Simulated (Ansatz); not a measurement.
# Mg on Al(100): change of the work function, part 2 of 2

How does Mg on the hollow site change the work function of Al(100) as the layer fills?

Ansatz 0.2.0; plane-wave DFT, PBE, Ansatz PAW.

So far, work function, upper face (eV): step 2 (the clean slab) 4.29; step 3 (37 atoms, coverage 0.111 ML, cell 3x3) 3.55; step 4 (17 atoms, coverage 0.25 ML, cell 2x2) 3.17.

### Step 5. The covered slab, k-mesh 6×6×1, coverage 0.5 ML

System of this step: Mg/Al(100). The cell holds 18 atoms: 16 Al and 2 Mg. Cell: a = 5.728 Å, b = 5.728 Å, c = 25.870 Å, α = 90.0°, β = 90.0°, γ = 90.0°. Vacuum lies along c.

input.yaml reads:

```yaml
crystal:
  lattice:
    - [5.7275649276, 0.0, 0.0]
    - [0.0, 5.7275649276, 0.0]
    - [0.0, 0.0, 25.8696549807]
  atoms:
    - { symbol: Al, position: [0.25, 0.25, 0.3478979525] }
    - { symbol: Al, position: [0.0, 0.0, 0.4261749918] }
    - { symbol: Al, position: [0.25, 0.25, 0.5038463908] }
    - { symbol: Al, position: [0.0, 0.0, 0.5831500329] }
    - { symbol: Al, position: [0.25, 0.75, 0.3478979525] }
    - { symbol: Al, position: [0.0, 0.5, 0.4261749918] }
    - { symbol: Al, position: [0.25, 0.75, 0.5038463908] }
    - { symbol: Al, position: [0.0, 0.5, 0.5831500329] }
    - { symbol: Al, position: [0.75, 0.25, 0.3478979525] }
    - { symbol: Al, position: [0.5, 0.0, 0.4261749918] }
    - { symbol: Al, position: [0.75, 0.25, 0.5038463908] }
    - { symbol: Al, position: [0.5, 0.0, 0.5831500329] }
    - { symbol: Al, position: [0.75, 0.75, 0.3478979525] }
    - { symbol: Al, position: [0.5, 0.5, 0.4261749918] }
    - { symbol: Al, position: [0.75, 0.75, 0.5038463908] }
    - { symbol: Al, position: [0.5, 0.5, 0.5831500329] }
    - { symbol: Mg, position: [0.25, 0.25, 0.6521020475] }
    - { symbol: Mg, position: [0.75, 0.75, 0.6521020475] }
kpoints:
  mp_grid: { grid: [6, 6, 1] }
hamiltonian:
  xc: pbe
scf:
  occupations: { method: fermi_dirac, width: 0.1 }
  convergence: { dr2_threshold: 1.0e-08 }
efield:
  axis: 3
  dipole_correction: true
  ramp_position: 0.97
  ramp_width: 0.06
relax:
  f_tol: 0.02
  max_steps: 60
  constraints: [{ sites: [0, 1, 4, 5, 8, 9, 12, 13] }]
output:
  dos: { projected: true, e_range: [-8, 4] }
  write_potential: true
  write_density: true
  volumetric_format: npy
  elf: true
```

The run is started by

```bash
$ ansatz run input.yaml --threads 2 --pin off --max-ram 4096MiB --backend cpu --events-out ev --progress --plain --runs-dir out
```

Elapsed: 81 s, on 2 threads of Arm Neoverse V1, shared host; peak memory 1.1 GiB.

Step by step:

| step | energy less that of the first step (eV) | largest force component (eV/Å) |
| --- | --- | --- |
| 1 | 0.0000 | 1.2554 |
| 2 | -0.3621 | 0.2638 |
| 3 | -0.3881 | 0.0538 |
| 4 | -0.3893 | 0.0024 |

Forces are held to the 16 operations that the program found; a distortion that breaks them can't arise in this run.

The atoms that moved most (Å):

| atom | dx | dy | dz | length |
| --- | --- | --- | --- | --- |
| Mg18 | 0.000 | 0.000 | 0.320 | 0.320 |
| Mg17 | 0.000 | 0.000 | 0.320 | 0.320 |
| Al4 | 0.000 | 0.000 | -0.023 | 0.023 |
| Al8 | 0.000 | 0.000 | -0.023 | 0.023 |
| Al16 | 0.000 | 0.000 | -0.023 | 0.023 |
| Al12 | 0.000 | 0.000 | -0.023 | 0.023 |

Final coordinates:

```cif
data_structure
_symmetry_space_group_name_H-M 'P 1'
_symmetry_Int_Tables_number 1
_cell_length_a 5.7276
_cell_length_b 5.7276
_cell_length_c 25.8697
_cell_angle_alpha 90.000
_cell_angle_beta 90.000
_cell_angle_gamma 90.000
_cell_volume 848.65
loop_
_atom_site_label
_atom_site_type_symbol
_atom_site_fract_x
_atom_site_fract_y
_atom_site_fract_z
_atom_site_occupancy
Al1 Al 0.25000 0.25000 0.34790 1
Al2 Al 0.00000 0.00000 0.42617 1
Al3 Al 0.25000 0.25000 0.50380 1
Al4 Al 0.00000 0.00000 0.58225 1
Al5 Al 0.25000 0.75000 0.34790 1
Al6 Al 0.00000 0.50000 0.42617 1
Al7 Al 0.25000 0.75000 0.50402 1
Al8 Al 0.00000 0.50000 0.58225 1
Al9 Al 0.75000 0.25000 0.34790 1
Al10 Al 0.50000 0.00000 0.42617 1
Al11 Al 0.75000 0.25000 0.50402 1
Al12 Al 0.50000 0.00000 0.58225 1
Al13 Al 0.75000 0.75000 0.34790 1
Al14 Al 0.50000 0.50000 0.42617 1
Al15 Al 0.75000 0.75000 0.50380 1
Al16 Al 0.50000 0.50000 0.58225 1
Mg17 Mg 0.25000 0.25000 0.66446 1
Mg18 Mg 0.75000 0.75000 0.66446 1
```

The density of states has structure finer than the step of the table below, so its rows give means over 0.5 eV. Peaks (eV: height): -4.27: 13.3, -1.35: 12.6, 0.36: 12.8, 0.45: 14.9, 0.78: 12.9, 1.20: 14.8, 1.68: 16.8.

Density of states against energy, zero at the Fermi level; means over each step:

energy (eV), density of states (states/eV a cell) and a bar from the least value:
```
     -7.5        3.4 
     -7.0        3.6 #
     -6.5        4.3 ####
     -6.0        5.0 #######
     -5.5        3.7 #
     -5.0        4.7 ######
     -4.5        6.7 ##############
     -4.0        5.7 ##########
     -3.5        3.9 ##
     -3.0        8.3 #####################
     -2.5        6.9 ###############
     -2.0        7.3 #################
     -1.5        7.6 ##################
     -1.0        7.7 ##################
     -0.5        8.1 ####################
      0.0        7.9 ###################
      0.5       10.4 ##############################
      1.0        9.4 ##########################
      1.5        7.4 #################
```

The relaxation took 4 steps and lowered the energy by 0.39 eV; the largest force on the free atoms ends at 0.0024 eV/Å.

The covered face has 3.61 eV, -0.68 eV against the clean one; the bare back face has moved by +0.00 eV, a measure of how thin the slab is.

### Step 6. The covered slab, k-mesh 12×12×1, coverage 1 ML

System of this step: Mg/Al(100). The cell holds 5 atoms: 4 Al and 1 Mg. Cell: a = 2.864 Å, b = 2.864 Å, c = 25.870 Å, α = 90.0°, β = 90.0°, γ = 90.0°. Vacuum lies along c.

input.yaml, the sections that differ from step 5:

```yaml
crystal:
  lattice:
    - [2.8637824638, 0.0, 0.0]
    - [0.0, 2.8637824638, 0.0]
    - [0.0, 0.0, 25.8696549807]
  atoms:
    - { symbol: Al, position: [0.5, 0.5, 0.3478979525] }
    - { symbol: Al, position: [0.0, 0.0, 0.4261749918] }
    - { symbol: Al, position: [0.5, 0.5, 0.5038463908] }
    - { symbol: Al, position: [0.0, 0.0, 0.5831500329] }
    - { symbol: Mg, position: [0.5, 0.5, 0.6521020475] }
kpoints:
  mp_grid: { grid: [12, 12, 1] }
relax:
  f_tol: 0.02
  max_steps: 60
  constraints: [{ sites: [0, 1] }]
output:
  write_potential: true
  write_density: true
  volumetric_format: npy
# hamiltonian, scf, efield: as in step 5
```

Elapsed: 19 s, on 2 threads; peak memory 0.42 GiB.

Relaxation path:

| step | energy less that of the first step (eV) | largest force component (eV/Å) |
| --- | --- | --- |
| 1 | 0.0000 | 1.5215 |
| 2 | -0.2662 | 0.5318 |
| 3 | -0.3230 | 0.1002 |
| 4 | -0.3285 | 0.0268 |
| 5 | -0.3286 | 0.0019 |

The run keeps the 8 symmetry operations that the program found, so distortions that break them were not tested.

The atoms that moved most (Å):

| atom | dx | dy | dz | length |
| --- | --- | --- | --- | --- |
| Mg5 | 0.000 | 0.000 | 0.500 | 0.500 |
| Al4 | 0.000 | 0.000 | -0.012 | 0.012 |

The relaxed structure:

```xyz
5
Lattice="2.8638 0.0000 0.0000 0.0000 2.8638 0.0000 0.0000 0.0000 25.8697" Properties=species:S:1:pos:R:3
Al    1.4319    1.4319    9.0000
Al    0.0000    0.0000   11.0250
Al    1.4319    1.4319   13.0315
Al    0.0000    0.0000   15.0735
Mg    1.4319    1.4319   17.3698
```

The relaxation took 5 steps and lowered the energy by 0.33 eV; the largest force on the free atoms ends at 0.0019 eV/Å.

The covered face has 3.82 eV, -0.47 eV against the clean one; the bare back face has moved by -0.00 eV, a measure of how thin the slab is.

### Step 7. Work function against coverage

This step: plane-wave DFT, PBE, Ansatz PAW; work function against coverage (Ansatz 0.2.0).

The runs are now put side by side.

This step gave:

```
work function of the clean face     : 4.293 eV
largest change of the work function : -1.123 eV
```

Work function of the covered face against coverage:

| coverage (adsorbates/nm²) | work function of the covered face (eV) |
| --- | --- |
| 0.00 | 4.29 |
| 1.35 | 3.55 |
| 3.05 | 3.17 |
| 6.10 | 3.61 |
| 12.19 | 3.82 |

The dipole per adsorbate comes from the change of the cell's dipole. Coverage, by row:

| coverage (1/nm²) | coverage (ML) | work function (eV) | change (eV) | dipole per adsorbate, positive end outwards (debye) | mean height of the added atoms over the highest substrate atom (Å) |
| --- | --- | --- | --- | --- | --- |
| 1.355 | 0.1111 | 3.546 | -0.7472 | 1.479 | 1.855 |
| 3.048 | 0.25 | 3.17 | -1.123 | 0.964 | 1.935 |
| 6.097 | 0.5 | 3.608 | -0.685 | 0.3 | 2.127 |
| 12.19 | 1 | 3.82 | -0.4727 | 0.102 | 2.296 |

### Step 8. Summary of results

```yaml
work_function_of_the_clean_face: 4.29 eV
work_function_at_0p11_ml: 3.55 eV
work_function_at_0p25_ml: 3.17 eV
work_function_at_0p5_ml: 3.61 eV
work_function_at_1_ml: 3.82 eV
dipole_per_adsorbate_at_0p11_ml_positive_end_outwards: 1.48 D
```

In words: Mg lowers the work function of Al(100) at the lowest coverage, by 0.75 eV: the adsorbate layer has its positive end outwards. The dipole per adsorbate falls from 1.48 to 0.10 D as the layer fills. Neighbouring dipoles depolarise each other, and heights and bonding change with coverage too. The work function passes a minimum near 0.25 ML among the coverages run and rises again. The slab has 4 layers, at the tabulated experimental lattice constant, one starting site was run, and quantum-size effects of a slab this thin can reach one or two tenths of an eV.

[Long decimals in the printed logs are rounded to 6 places.]

[Logs are printed without paths, hosts, clocks, repeated set-up lines and the standing remarks that a program may print on its own settings, such as how far it seeks lower states.]

[Hosts, paths, dates, database ids (printed as entryN), source tags and the programs' standing remarks are cut or masked in the printed files.]

[Maps of the electrostatic potential energy from Ansatz leave out the sawtooth potential of an applied field or a dipole correction, so their vacuum need not be flat; planar profiles and work functions include it.]
